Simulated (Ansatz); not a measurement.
## NaHfAl3: relaxing a made-up structure

This structure for NaHfAl3 is made up. Its elements were placed in a known structure type with a cell scaled to their sizes. What cell does the guess relax to, and how far off was it?

Method: DFT, PBE, plane-wave PAW, files of the set soft_1, scalar-relativistic, no spin, cell and ions relaxed at zero pressure; PAW set soft_1, in Ansatz 0.2.0.

### 1. The starting structure

Symmetry: I4mm, No. 107, tetragonal system. Conventional cell: a = 4.374 Å, b = 4.374 Å, c = 11.027 Å, α = 90.00°, β = 90.00°, γ = 90.00°. Hf has 12 Al at 3.27 to 3.57 Å and 4 Na at 3.44 Å nearest. Nearest to Al lie 2 Na at 2.49 Å and 6 Al at 2.81 to 3.09 Å and 4 Hf at 3.46 to 3.57 Å. Nearest to Al lie 1 Na at 2.56 Å and 4 Al at 2.81 Å and 4 Hf at 3.27 Å. Na has 5 Al at 2.49 to 2.56 Å and 4 Hf at 3.44 Å nearest. Farther neighbours are not listed.

### 2. Relaxing cell and atoms

The guessed cell has no reason to be at equilibrium. It is relaxed with the atoms, within the space group of the guess.

input.yaml reads:

```yaml
crystal:
  lattice:
    - [-2.187, 2.187, 5.5135]
    - [2.187, -2.187, 5.5135]
    - [2.187, 2.187, -5.5135]
  atoms:
    - { symbol: Hf, position: [0.9859, 0.9859, 0.0] }
    - { symbol: Al, position: [0.7296, 0.2296, 0.5] }
    - { symbol: Al, position: [0.2296, 0.7296, 0.5] }
    - { symbol: Al, position: [0.3903, 0.3903, 0.0] }
    - { symbol: Na, position: [0.6225, 0.6225, 0.0] }
kpoints:
  mp_grid: { grid: [9, 9, 9] }
scf:
  occupations: { method: fermi_dirac, width: 0.05 }
hamiltonian:
  xc: pbe
  pseudopotentials: { kind: paw, azcp: { folder: soft_1 } }
relax:
  f_tol: 0.015
  max_steps: 70
  cell: {}
output:
  forces: true
  stress: true
```

Started as:

```
> ansatz run input.yaml --threads 4 --pin off --max-ram 8192MiB --backend cpu --events-out ev --progress --plain --runs-dir out
```

Numbers of over 12 decimals in the logs are rounded to 6 here.

Log:

```text
basis.fft_grid_basis auto: the FFT boxes are laid along the combinations [[1, 0, 1], [0, 1, 1], [0, 0, 1]] of the cell's own vectors, 4.374, 4.374 and 6.322 Å long. The dense box has 30×30×45 points. Along the cell's own vectors, as sized, it would have 45×45×45, 2.25 times as many. Of the 8 symmetry operations that the crystal satisfies within crystal.symmetry.tolerance (time reversal apart; of a slab, those that ke [...]
Engine: ansatz 0.2.0, aarch64-unknown-linux-gnu
Pseudopotentials: kind: paw
Pseudopotential: Hf, paw, valence charge 26, recommended cutoff 420 eV (normal), soft_1/Hf.paw.azcp
Pseudopotential: Al, paw, valence charge 3, recommended cutoff 420 eV (normal), soft_1/Al.paw.azcp
Pseudopotential: Na, paw, valence charge 9, recommended cutoff 420 eV (normal), soft_1/Na.paw.azcp
Functional definition: PBE
  parameter kappa = 0.804
  parameter beta = 0.066725
  exchange = pbe_x(kappa = kappa, mu = beta*pi^2/3)
  correlation = pbe_c(beta = beta)
Crystal: 5 atoms, lattice volume = 105.484 Å³
Basis set: ecut = 420 eV, 2091 PW (Γ), FFT grids on a1+a3, a2+a3, a3, exchange–correlation on 60×60×90 points (8 copies of the dense FFT grid, shifted against one another)
Bands: 27, of which v1, the nominal top of the filled ones, is band 22 counted from 1 (21 counted from 0)
Symmetry: 8 space group operations
Space group: I4mm (ITA 107), of the structure as read, at distance tolerance 4.7e-5 Å
k-points: 75 of 729 (time reversal used)
Non-local potential: Hf, projectors of the file, l = 0: 3, l = 1: 2, l = 2: 2, l = 3: 3
Non-local potential: Al, projectors of the file, l = 0: 2, l = 1: 2, l = 2: 1
Non-local potential: Na, projectors of the file, l = 0: 3, l = 1: 2, l = 2: 1
PAW form: soft (Blöchl's): semilocal exchange-correlation on the pseudo side does not see the compensation charge
PAW one-centre angular grid: Hf, 590 points (default); XC on 64 Gauss nodes
PAW one-centre angular grid: Al, 110 points (default); XC on 64 Gauss nodes
PAW one-centre angular grid: Na, 110 points (default); XC on 64 Gauss nodes
Initial density: superposition of atomic densities (chi_scale 0.1, normalization cell, long waves kept (reshape's long-wave potential 0.01 eV rms))
Initial wavefunctions: pseudopotential atomic-orbital guess
Functional: x = pbe(κ = 0.804, μ = 0.219515), c = pbe(β = 0.066725)
SCF iter   1: F=—  HF=-18818.777978 eV  |F-HF|=—  |Δ(HF+E_count)|=         —  Δρ=3.39e-2  dr2=3.15e0  ethr=3.10e-3  ⟨swp⟩=6.0  Hψ=8432  notcnv=0
preconditioner: auto → Kerker (q_TF=auto, 2.358 Å⁻¹)  [metal: Δε(μ)=0.010 eV  Ē_g=9.035 eV  σ=0.050 eV  W_gap=0.05  n_scr=32 (ndim 8)  ℏωp=19.1 eV  f_vac=0.000  D(μ)=2.50/eV (n_scr^D=14)]
SCF iter   2: F=—  HF=-18818.240916 eV  |F-HF|=—  |Δ(HF+E_count)|=   5.37e-1  Δρ=1.70e-2  dr2=6.73e-1  ethr=3.10e-3  ⟨swp⟩=3.3  Hψ=4218  notcnv=0
SCF iter   3: F=—  HF=-18818.116812 eV  |F-HF|=—  |Δ(HF+E_count)|=   1.24e-1  Δρ=6.63e-3  dr2=7.00e-2  ethr=1.53e-3  ⟨swp⟩=2.2  Hψ=3502  notcnv=0
SCF iter   4: F=—  HF=-18818.073460 eV  |F-HF|=—  |Δ(HF+E_count)|=   4.34e-2  Δρ=4.31e-3  dr2=4.11e-2  ethr=1.59e-4  ⟨swp⟩=2.3  Hψ=4115  notcnv=0
SCF iter   5: F=—  HF=-18818.067801 eV  |F-HF|=—  |Δ(HF+E_count)|=   5.66e-3  Δρ=1.94e-3  dr2=1.05e-2  ethr=9.34e-5  ⟨swp⟩=2.1  Hψ=2863  notcnv=0
SCF iter   6: F=—  HF=-18818.065450 eV  |F-HF|=—  |Δ(HF+E_count)|=   2.35e-3  Δρ=5.00e-4  dr2=7.85e-4  ethr=2.39e-5  ⟨swp⟩=2.4  Hψ=3097  notcnv=0
SCF iter   7: F=—  HF=-18818.065286 eV  |F-HF|=—  |Δ(HF+E_count)|=   1.64e-4  Δρ=1.65e-4  dr2=3.80e-5  ethr=1.78e-6  ⟨swp⟩=2.3  Hψ=3023  notcnv=0
SCF iter   8: F=—  HF=-18818.065298 eV  |F-HF|=—  |Δ(HF+E_count)|=   1.25e-5  Δρ=4.66e-5  dr2=5.66e-6  ethr=8.63e-8  ⟨swp⟩=2.0  Hψ=3617  notcnv=0
SCF iter   9: F=—  HF=-18818.065297 eV  |F-HF|=—  |Δ(HF+E_count)|=   1.43e-6  Δρ=1.27e-5  dr2=2.64e-7  ethr=1.29e-8  ⟨swp⟩=2.1  Hψ=3295  notcnv=0
SCF iter  10: F=-18818.065297 eV  HF=-18818.065297 eV  |F-HF|=9.68e-9  |Δ(HF+E_count)|=   1.73e-7  Δρ=2.61e-6  dr2=1.36e-8  ethr=2.27e-10  ⟨swp⟩=4.2  Hψ=6983  notcnv=0
SCF 1 converged in 10 iterations: F = -18818.065297 eV  dr2 = 1.36e-8
  greatest PAW one-centre occupation: 1.000 electrons in one spin orbital (limit 2), on the Na atom at site 4 (counted from 0), in its partial waves of l = 0
relax step   1: F+E_penalty+E_count = -18818.06529673 eV  Δ(F+E_penalty+E_count) = +0.000e0 eV  max|allowed force component| = 1.751e0 eV/Å  Δτ_max = 0.0000 Å  P = -3.282 GPa  Ω = 105.484 Å³  (10 SCF iters, dr2 threshold 1.00e-7 eV, accepted)
Crystal: 5 atoms, lattice volume = 94.801 Å³
Basis set: ecut = 420 eV, 1821 PW (Γ), FFT grids on a1+a3, a2+a3, a3, exchange–correlation on 60×60×90 points (8 copies of the dense FFT grid, shifted against one another)
Initial density: handed on by an earlier stage of this run
Initial wavefunctions: those handed on with the density
iter 1 solved again at ethr=6.48e-4 eV; its pass at ethr=3.10e-3 eV (dr2=2.85e-1 eV) is discarded
SCF iter   1: F=—  HF=-18818.810277 eV  |F-HF|=—  |Δ(HF+E_count)|=         —  Δρ=9.50e-3  dr2=2.91e-1  ethr=6.48e-4  ⟨swp⟩=1.0  Hψ=10723  notcnv=0
preconditioner: auto → Kerker (q_TF=auto, 2.401 Å⁻¹)  [metal: Δε(μ)=0.014 eV  Ē_g=9.846 eV  σ=0.050 eV  W_gap=0.07  n_scr=24 (ndim 8)  ℏωp=20.2 eV  f_vac=0.000  D(μ)=1.77/eV (n_scr^D=10)]
SCF iter   2: F=—  HF=-18818.759878 eV  |F-HF|=—  |Δ(HF+E_count)|=   5.04e-2  Δρ=5.86e-3  dr2=1.28e-1  ethr=6.48e-4  ⟨swp⟩=1.9  Hψ=2267  notcnv=0
SCF iter   3: F=—  HF=-18818.729566 eV  |F-HF|=—  |Δ(HF+E_count)|=   3.03e-2  Δρ=1.33e-3  dr2=4.61e-3  ethr=2.90e-4  ⟨swp⟩=2.1  Hψ=2871  notcnv=0
SCF iter   4: F=—  HF=-18818.726874 eV  |F-HF|=—  |Δ(HF+E_count)|=   2.69e-3  Δρ=8.73e-4  dr2=1.24e-3  ethr=1.05e-5  ⟨swp⟩=2.0  Hψ=3698  notcnv=0
SCF iter   5: F=—  HF=-18818.726260 eV  |F-HF|=—  |Δ(HF+E_count)|=   6.14e-4  Δρ=3.53e-4  dr2=2.34e-4  ethr=2.82e-6  ⟨swp⟩=2.0  Hψ=3227  notcnv=0
SCF iter   6: F=—  HF=-18818.726175 eV  |F-HF|=—  |Δ(HF+E_count)|=   8.53e-5  Δρ=9.69e-5  dr2=1.32e-5  ethr=5.32e-7  ⟨swp⟩=3.0  Hψ=3730  notcnv=0
SCF iter   7: F=—  HF=-18818.726170 eV  |F-HF|=—  |Δ(HF+E_count)|=   5.28e-6  Δρ=2.29e-5  dr2=8.34e-7  ethr=2.99e-8  ⟨swp⟩=2.0  Hψ=3025  notcnv=0
SCF iter   8: F=-18818.726169 eV  HF=-18818.726169 eV  |F-HF|=7.25e-8  |Δ(HF+E_count)|=   2.76e-7  Δρ=1.13e-5  dr2=8.01e-8  ethr=1.14e-9  ⟨swp⟩=4.3  Hψ=7436  notcnv=0
SCF 2 converged in 8 iterations: F = -18818.726169 eV  dr2 = 8.01e-8
[...]
relax step   7: F+E_penalty+E_count = -18820.23100587 eV  Δ(F+E_penalty+E_count) = -2.352e-1 eV  max|allowed force component| = 2.480e-1 eV/Å  Δτ_max = 0.0614 Å  P = +1.404 GPa  Ω = 106.504 Å³  energy of the carried Pulay correction = -1.505e-4 eV  (8 SCF iters, dr2 threshold 5.00e-7 eV, accepted)
relax step   8: F+E_penalty+E_count = -18820.39424822 eV  Δ(F+E_penalty+E_count) = -1.632e-1 eV  max|allowed force component| = 1.805e-1 eV/Å  Δτ_max = 0.0467 Å  P = +0.897 GPa  Ω = 109.246 Å³  energy of the carried Pulay correction = -5.479e-4 eV  (8 SCF iters, dr2 threshold 5.00e-7 eV, accepted)
relax step   9: F+E_penalty+E_count = -18820.48230929 eV  Δ(F+E_penalty+E_count) = -8.806e-2 eV  max|allowed force component| = 8.692e-2 eV/Å  Δτ_max = 0.0481 Å  P = +0.321 GPa  Ω = 112.128 Å³  energy of the carried Pulay correction = -9.548e-4 eV  (8 SCF iters, dr2 threshold 5.00e-7 eV, accepted)
relax step  10: F+E_penalty+E_count = -18820.49444596 eV  Δ(F+E_penalty+E_count) = -1.214e-2 eV  max|allowed force component| = 1.030e-2 eV/Å  Δτ_max = 0.0310 Å  P = -0.073 GPa  Ω = 114.032 Å³  energy of the carried Pulay correction = -1.218e-3 eV  (7 SCF iters, dr2 threshold 5.00e-7 eV, accepted)
relax step  11: F+E_penalty+E_count = -18820.49462291 eV  Δ(F+E_penalty+E_count) = -1.770e-4 eV  max|allowed force component| = 2.739e-3 eV/Å  Δτ_max = 0.0033 Å  P = -0.007 GPa  Ω = 113.803 Å³  energy of the carried Pulay correction = -1.186e-3 eV  (6 SCF iters, dr2 threshold 6.16e-8 eV, accepted)
relax step  12: F+E_penalty+E_count = -18820.58300558 eV  Δ(F+E_penalty+E_count) = -8.838e-2 eV  max|allowed force component| = 8.807e-3 eV/Å  Δτ_max = 0.0000 Å  P = +0.817 GPa  Ω = 113.803 Å³  stress off target by 2.28e0 GPa  SCF on the basis re-selected at this cell (its energy is not comparable with the rows above)  (10 SCF iters)
relax step  13: F+E_penalty+E_count = -18820.61429492 eV  Δ(F+E_penalty+E_count) = -3.129e-2 eV  max|allowed force component| = 1.375e-1 eV/Å  Δτ_max = 0.0244 Å  P = -0.073 GPa  Ω = 117.377 Å³  energy of the carried Pulay correction = -6.238e-4 eV  (7 SCF iters, dr2 threshold 5.00e-7 eV, accepted)
relax step  14: F+E_penalty+E_count = -18820.61841147 eV  Δ(F+E_penalty+E_count) = -4.117e-3 eV  max|allowed force component| = 1.349e-1 eV/Å  Δτ_max = 0.0435 Å  P = +0.463 GPa  Ω = 118.429 Å³  energy of the carried Pulay correction = -8.298e-4 eV  (7 SCF iters, dr2 threshold 5.00e-7 eV, accepted)
relax step  15: F+E_penalty+E_count = -18820.62058780 eV  Δ(F+E_penalty+E_count) = -2.176e-3 eV  max|allowed force component| = 2.082e-2 eV/Å  Δτ_max = 0.0109 Å  P = -0.013 GPa  Ω = 118.768 Å³  energy of the carried Pulay correction = -8.990e-4 eV  (6 SCF iters, dr2 threshold 5.00e-7 eV, accepted)
relax step  16: F+E_penalty+E_count = -18820.62066721 eV  Δ(F+E_penalty+E_count) = -7.941e-5 eV  max|allowed force component| = 1.924e-3 eV/Å  Δτ_max = 0.0027 Å  P = -0.009 GPa  Ω = 118.804 Å³  energy of the carried Pulay correction = -9.063e-4 eV  (5 SCF iters, dr2 threshold 2.71e-8 eV, accepted)
Basis set: ecut = 420 eV, 2341 PW (Γ), FFT grids on a1+a3, a2+a3, a3, exchange–correlation on 54×54×120 points (8 copies of the dense FFT grid, shifted against one another)
iter 1 solved again at ethr=9.91e-8 eV; its pass at ethr=3.10e-3 eV (dr2=4.36e-5 eV) is discarded
SCF iter   1: F=—  HF=-18820.621027 eV  |F-HF|=—  |Δ(HF+E_count)|=         —  Δρ=2.04e-4  dr2=2.12e-6  ethr=9.91e-8  ⟨swp⟩=4.0  Hψ=14720  notcnv=0
preconditioner: auto → LDOS  [metal: Δε(μ)=0.052 eV  Ē_g=9.413 eV  σ=0.050 eV  W_gap=0.25  n_scr=24 (ndim 8)  ℏωp=18.0 eV  f_vac=0.015  D(μ)=1.49/eV (n_scr^D=2)  β→1.0]
SCF iter   2: F=—  HF=-18820.621769 eV  |F-HF|=—  |Δ(HF+E_count)|=   7.42e-4  Δρ=3.59e-5  dr2=2.32e-6  ethr=4.83e-9  ⟨swp⟩=2.1  Hψ=3725  notcnv=0
SCF iter   3: F=—  HF=-18820.621768 eV  |F-HF|=—  |Δ(HF+E_count)|=   1.62e-6  Δρ=1.46e-5  dr2=4.42e-7  ethr=4.83e-9  ⟨swp⟩=2.0  Hψ=3685  notcnv=0
SCF iter   4: F=—  HF=-18820.621767 eV  |F-HF|=—  |Δ(HF+E_count)|=   2.30e-7  Δρ=2.77e-6  dr2=1.41e-8  ethr=1.00e-9  ⟨swp⟩=2.0  Hψ=3676  notcnv=0
SCF iter   5: F=—  HF=-18820.621767 eV  |F-HF|=—  |Δ(HF+E_count)|=   3.00e-8  Δρ=1.77e-6  dr2=1.08e-8  ethr=3.20e-11  ⟨swp⟩=2.0  Hψ=3534  notcnv=0
SCF iter   6: F=—  HF=-18820.621767 eV  |F-HF|=—  |Δ(HF+E_count)|=   1.48e-9  Δρ=2.76e-7  dr2=1.44e-10  ethr=2.45e-11  ⟨swp⟩=2.0  Hψ=3524  notcnv=0
SCF iter   7: F=-18820.621767 eV  HF=-18820.621767 eV  |F-HF|=2.18e-11  |Δ(HF+E_count)|=  1.24e-10  Δρ=9.50e-8  dr2=2.35e-11  ethr=1.00e-12  ⟨swp⟩=4.1  Hψ=7164  notcnv=0
SCF 17 converged in 7 iterations: F = -18820.621767 eV  dr2 = 2.35e-11
relax step  17: F+E_penalty+E_count = -18820.62176735 eV  Δ(F+E_penalty+E_count) = -1.100e-3 eV  max|allowed force component| = 1.864e-3 eV/Å  Δτ_max = 0.0000 Å  P = -0.006 GPa  Ω = 118.804 Å³  stress off target by 1.87e-2 GPa  SCF on the basis re-selected at this cell (its energy is not comparable with the rows above)  (7 SCF iters)
basis re-selected at this cell: Δ(F+E_penalty+E_count) = -1.100e-3 eV, ΔP = +0.002 GPa vs the last step (what re-selecting the basis moved, of the pressure what is left beyond the Pulay correction that the steps carried, after the strain that the cell walked since its last selection, with what the two solves' SCF thresholds leave and, on support functions, any second-order correction that the steps lacked; it is no measure of the basis error at this ecutwfc). The dense FFT grid was sized anew with the basis: this SCF ran on 27×27×60 points, the steps before it on 27×27×54, so part of this shift can come from that change (see relax.cell in the input reference). [rest of the remark cut]
SCF converged after 7 iterations
Free energy (F): -18820.621767 eV
Harris-Foulkes:  -18820.621767 eV  (|F-HF|=2.18e-11)
Internal energy: -18820.608572 eV  (E = F + TS)
E sigma→0 (E₀):  -18820.615170 eV
Entropy (-TS):   -0.013196 eV (-2.639 meV/atom)
Fermi energy:    6.649307 eV
--- Per-component energies (eV) ---
  E_band       = -483.133070
  E_kinetic    = 586.141423
  E_local      = -11447.663959  (includes V_loc(G=0)·N_el)
  E_nonlocal   = 367.266957
  E_hartree    = 5281.356887
  E_xc         = -413.932603
  E_vxc        = -386.344494  (∫ρ·V_xc dr)
  E_paw        = -9397.570144  (= ΣΔE_a)
  E_vpaw       = -165.246907  (= ΣTr[D̂ρ^β])
  E_aug_tail   = 0.000080  (compensation charges beyond the density's cutoff)
  E_ewald      = -3796.207212
  E_smearing   = -0.013196  (= −TS)
  E_closure    = 0.000000  (closes the sum)
  Σ components = -18820.621767   (vs F -18820.621767, Δ=0.00e0)
--- Forces (eV/Å), atoms counted from 1 ---
  atom   1  Hf     0.00000000    -0.00000000     0.00116546
  atom   2  Al     0.00000000     0.00000000    -0.00122552
  atom   3  Al    -0.00000000    -0.00000000    -0.00122552
  atom   4  Al    -0.00000000     0.00000000     0.00186426
  atom   5  Na    -0.00000000     0.00000000    -0.00057655
  max |Σ_I F_I| component: 2.12e-6 eV/Å
--- Stress (GPa, compression-positive) ---
       -0.018733       0.000000      -0.000000
        0.000000      -0.018733      -0.000000
       -0.000000      -0.000000       0.018183
  P = ⅓ Tr σ = -0.0064 GPa (-0.064 kbar)
--- Relaxed structure (15 steps of the walk, 15 accepted, 2 SCFs on fresh bases) ---
  F+E_penalty+E_count = -18820.62176735 eV   max|allowed force component| = 1.864e-3 eV/Å   (the final SCF, on the basis selected at the relaxed cell)
  cell:  # Å, volume = 118.8035 Å³
    - [-1.976362, 1.976362, 7.603903]
    - [1.976362, -1.976362, 7.603903]
    - [1.976362, 1.976362, -7.603903]
  atoms:
    - { symbol: Hf, position: [0.909821, 0.909821, 0] }
    - { symbol: Al, position: [0.771755, 0.271755, 0.500000] }
    - { symbol: Al, position: [0.271755, 0.771755, 0.500000] }
    - { symbol: Al, position: [0.404219, 0.404219, 0] }
    - { symbol: Na, position: [0.600350, 0.600350, 0] }
```

Wall time 1.8 min (4 threads of Arm Neoverse V1, shared host); peak memory 0.53 GiB; 7.2 min of CPU time.

Step by step:

```csv
step,energy less that of the first step (eV),largest force component (eV/Å),pressure (GPa),volume (Å³)
1,0.0000,1.7508,-3.28,105.48
2,-0.6609,1.0175,2.90,94.80
3,-0.9689,0.5231,2.34,96.94
4,-1.3235,0.4948,2.63,99.25
5,-1.6532,0.5710,3.01,101.16
6,-1.9305,0.3554,1.50,104.24
7,-2.1657,0.2480,1.40,106.50
8,-2.3290,0.1805,0.90,109.25
9,-2.4170,0.0869,0.32,112.13
10,-2.4291,0.0103,-0.07,114.03
11,-2.4293,0.0027,-0.01,113.80
12*,-2.5177,0.0088,0.82,113.80
13,-2.5490,0.1375,-0.07,117.38
14,-2.5531,0.1349,0.46,118.43
15,-2.5553,0.0208,-0.01,118.77
16,-2.5554,0.0019,-0.01,118.80
17*,-2.5565,0.0019,-0.01,118.80
```

Relaxation steps marked * repeat the geometry before them on a plane-wave basis chosen anew for their cell, so energy and pressure can jump there.

Forces are held to the 8 operations that the run works with; a distortion that breaks them can't arise in this run.

```csv
cell as run,before,after,change
a (Å),6.322,8.101,+28.1 %
b (Å),6.322,8.101,+28.1 %
c (Å),6.322,8.101,+28.1 %
α (°),139.52,151.76,+8.8 %
β (°),139.52,151.76,+8.8 %
γ (°),58.58,40.36,-31.1 %
volume (Å³/atom),21.10,23.76,+12.6 %
```

The atoms that moved most (Å, as changes of fractional coordinates times the final cell):

```csv
atom,dx,dy,dz,length
Hf1,0.000,0.000,-1.157,1.157
Al2,0.000,0.000,0.641,0.641
Al3,0.000,0.000,0.641,0.641
Na5,0.000,0.000,-0.337,0.337
Al4,0.000,0.000,0.212,0.212
```

The relaxed structure:

```
Hf Al Na
1.0
    -1.97636    1.97636    7.60390
     1.97636   -1.97636    7.60390
     1.97636    1.97636   -7.60390
Hf Al Na
1 3 1
Direct
  0.90982 0.90982 0.00000
  0.77175 0.27175 0.50000
  0.27175 0.77175 0.50000
  0.40422 0.40422 0.00000
  0.60035 0.60035 0.00000
```

This step gave:

```yaml
free_energy: -18820.6218 eV
energy_at_zero_smearing: -18820.6152 eV
smearing_term_ts: 0.01320 eV
fermi_energy: 6.649 eV
electrons: 44
symmetry_operations: 8
pressure: -0.006427 GPa
```

The shortest distance of each pair, which need not be the same contact before and after:

```csv
pair,guess (Å),relaxed (Å)
Al–Al,2.815,2.795
Al–Hf,3.268,2.796
Al–Na,2.486,2.983
Hf–Hf,4.374,3.953
Na–Na,4.374,3.953
```

The relaxation ends with a largest force component of 0.0019 eV/Å and a pressure of -0.01 GPa.

### 3. Results

```json
{
  "space group, relaxed": "I4mm",
  "conventional cell": "a = 3.953, b = 3.953, c = 15.208 Å; α = 90.0°, β = 90.0°, γ = 90.0°",
  "volume per atom": "23.76 Å³ (guess 21.10)"
}
```

**Reading.** NaHfAl3 relaxes to I4mm with a = 3.953, b = 3.953 and c = 15.208 Å. The guessed volume was 11 % too small. The space group I4mm was held in the relaxation, so the end point is a stationary structure within it and may be a saddle against distortions or other arrangements. Mesh and cutoff weren't tested. A vector of the cell changed its length by 28 %, so the starting arrangement is largely lost and the mesh was laid for another shape. Spin-orbit coupling is left out, which can matter for elements this heavy. No dispersion term is used, so weakly bound directions may come out too long. Nothing here tests whether the compound is stable against decomposition.

[Logs are printed without paths, hosts, clocks, repeated set-up lines and the standing remarks that a program may print on its own settings, such as how far it seeks lower states.]

[Hosts, paths, dates, database ids (printed as entryN), source tags and the programs' standing remarks are cut or masked in the printed files.]
